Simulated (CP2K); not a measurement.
Consider formic acid at its PBE geometry (Å).

```xyz
5

O     0.7964   -0.5784   -0.0799
C    -0.4248    0.0015    0.0237
O    -0.6101    1.1968    0.1067
H     1.4493    0.1552   -0.0707
H    -1.2107   -0.7751    0.0202
```

Method: CP2K XAS_TDP, all-electron GAPW, PBEh(45%), aug-cc-pVTZ, TDA, GW2X-corrected core level, no relativity.

Question: Predict the bright core excitations at the O K edge.

Leading lines: O1 534.14 eV and O3 530.28 eV. The leading line of an atom is its first one with 35 % of the strongest within 2.5 eV of its lowest line over the strength cut. Core ionisation energies at this level: O1 538.38 and O3 536.31 eV.

The first six lines of each atom with a strength over 0.0015:

| atom | energy (eV) | states | strength, one atom | above the computed threshold |
| --- | --- | --- | --- | --- |
| O1 (bonded to C and H) | 534.14 | 1 | 0.0185 |  |
|  | 534.99 | 1 | 0.0222 |  |
|  | 536.91 | 1 | 0.0032 |  |
|  | 537.63 | 1 | 0.0167 |  |
|  | 537.84 | 1 | 0.0020 |  |
|  | 537.98 | 1 | 0.0079 |  |
| O3 (bonded to C) | 530.28 | 1 | 0.0421 |  |
|  | 534.32 | 1 | 0.0036 |  |
|  | 535.58 | 1 | 0.0024 |  |
|  | 536.58 | 1 | 0.0028 | yes |
|  | 536.91 | 1 | 0.0091 | yes |
|  | 537.47 | 1 | 0.0018 | yes |

Lines are vertical, at one geometry, with no vibrational structure. GW2X ionisation energies and lines can be off by 1 to 2 eV either way, and a good line position may hide errors that cancel. These values hold no scalar relativity, about 0.4 eV for O 1s. Rydberg lines, and the discretised continuum above threshold, depend on the basis and the box.

[Banner, clock and machine lines of the logs are left out without a mark of their own.]

[Logs are printed without paths, hosts, clocks, repeated set-up lines and the standing remarks that a program may print on its own settings, such as how far it seeks lower states.]

[Hosts, paths, dates, database ids (printed as entryN), source tags and the programs' standing remarks are cut or masked in the printed files.]
